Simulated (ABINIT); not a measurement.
Planning a run of ABINIT 10.8.3 on AlGaN2 (P3m1). The input:

```
acell 3*1.0 Angstrom
rprim 
  3.145282644058 -0.000000000015 0.000000000000
  -1.572641322016 2.723894671844 0.000000000000
  0.000000000000 0.000000000000 5.096893730000
ntypat 3
znucl 13 31 7
natom 4
typat 1 2 3 3
xred 
  0.000000000000 0.000000000000 0.999263770000
  0.666666666667 0.333333333333 0.497174210000
  0.666666666667 0.333333333333 0.111803640000
  0.000000000000 0.000000000000 0.628158390000
pp_dirpath "pseudos"
pseudos "Al.upf, Ga.upf, N.upf"
ecut 45
iscf -2
irdden 1
kptopt 0
nkpt 75
kpt 
  0.00000000 0.00000000 0.00000000
  0.06250000 0.00000000 0.00000000
  0.12500000 0.00000000 0.00000000
  0.18750000 0.00000000 0.00000000
  0.25000000 0.00000000 0.00000000
  0.31250000 0.00000000 0.00000000
  0.37500000 0.00000000 0.00000000
  0.43750000 0.00000000 0.00000000
  0.50000000 0.00000000 0.00000000
  0.47916667 0.04166667 0.00000000
  0.45833333 0.08333333 0.00000000
  0.43750000 0.12500000 0.00000000
  0.41666666 0.16666666 0.00000000
  0.39583333 0.20833333 0.00000000
  0.37500000 0.25000000 0.00000000
  0.35416666 0.29166666 0.00000000
  0.33333333 0.33333333 0.00000000
  0.29166666 0.29166666 0.00000000
  0.25000000 0.25000000 0.00000000
  0.20833333 0.20833333 0.00000000
  0.16666666 0.16666666 0.00000000
  0.12500000 0.12500000 0.00000000
  0.08333333 0.08333333 0.00000000
  0.04166667 0.04166667 0.00000000
  0.00000000 0.00000000 0.00000000
  0.00000000 0.00000000 0.06250000
  0.00000000 0.00000000 0.12500000
  0.00000000 0.00000000 0.18750000
  0.00000000 0.00000000 0.25000000
  0.00000000 0.00000000 0.31250000
  0.00000000 0.00000000 0.37500000
  0.00000000 0.00000000 0.43750000
  0.00000000 0.00000000 0.50000000
  0.06250000 0.00000000 0.50000000
  0.12500000 0.00000000 0.50000000
  0.18750000 0.00000000 0.50000000
  0.25000000 0.00000000 0.50000000
  0.31250000 0.00000000 0.50000000
  0.37500000 0.00000000 0.50000000
  0.43750000 0.00000000 0.50000000
  0.50000000 0.00000000 0.50000000
  0.47916667 0.04166667 0.50000000
  0.45833333 0.08333333 0.50000000
  0.43750000 0.12500000 0.50000000
  0.41666666 0.16666666 0.50000000
  0.39583333 0.20833333 0.50000000
  0.37500000 0.25000000 0.50000000
  0.35416666 0.29166666 0.50000000
  0.33333333 0.33333333 0.50000000
  0.29166666 0.29166666 0.50000000
  0.25000000 0.25000000 0.50000000
  0.20833333 0.20833333 0.50000000
  0.16666666 0.16666666 0.50000000
  0.12500000 0.12500000 0.50000000
  0.08333333 0.08333333 0.50000000
  0.04166667 0.04166667 0.50000000
  0.00000000 0.00000000 0.50000000
  0.50000000 0.00000000 0.50000000
  0.50000000 0.00000000 0.43750000
  0.50000000 0.00000000 0.37500000
  0.50000000 0.00000000 0.31250000
  0.50000000 0.00000000 0.25000000
  0.50000000 0.00000000 0.18750000
  0.50000000 0.00000000 0.12500000
  0.50000000 0.00000000 0.06250000
  0.50000000 0.00000000 0.00000000
  0.33333333 0.33333333 0.50000000
  0.33333333 0.33333333 0.43750000
  0.33333333 0.33333333 0.37500000
  0.33333333 0.33333333 0.31250000
  0.33333333 0.33333333 0.25000000
  0.33333333 0.33333333 0.18750000
  0.33333333 0.33333333 0.12500000
  0.33333333 0.33333333 0.06250000
  0.33333333 0.33333333 0.00000000
istwfk *1
nband 24
nbdbuf 2
tolwfr 1e-08
nstep 40
prtwf 0
prtvol 0
indata_prefix "in"
outdata_prefix "out"
tmpdata_prefix "tmp"
```

```sh
OMP_NUM_THREADS=1 mpirun -n 4 abinit run.abi > log
```

**Question.** How long will it take on 4 MPI ranks of Intel Xeon Platinum 8559C (Emerald Rapids), shared host, and how much memory?

It took 34 s; on shared hardware allow 17 s to 69 s. Peak host memory was 0.41 GiB.

[Paths, hosts, dates, memory and timing lines, banners, echoed tables and standing remarks are left out of the program output.]

[Logs are printed without paths, hosts, clocks, repeated set-up lines and the standing remarks that a program may print on its own settings, such as how far it seeks lower states.]

[Runs of the session that timed out or met a known fault of the program may be left out.]

[Hosts, paths, dates, database ids (printed as entryN), source tags and the programs' standing remarks are cut or masked in the printed files.]

[G0W0 gaps are taken among the corrected bands and points alone; a level outside them can change the order at an edge.]

[Where Ansatz stands beside ABINIT at settings called matched, ABINIT's density can come from a denser mesh and the files from another edition; pairs whose starting gaps differed by over 0.03 eV were left out, so agreement reads better than it is.]
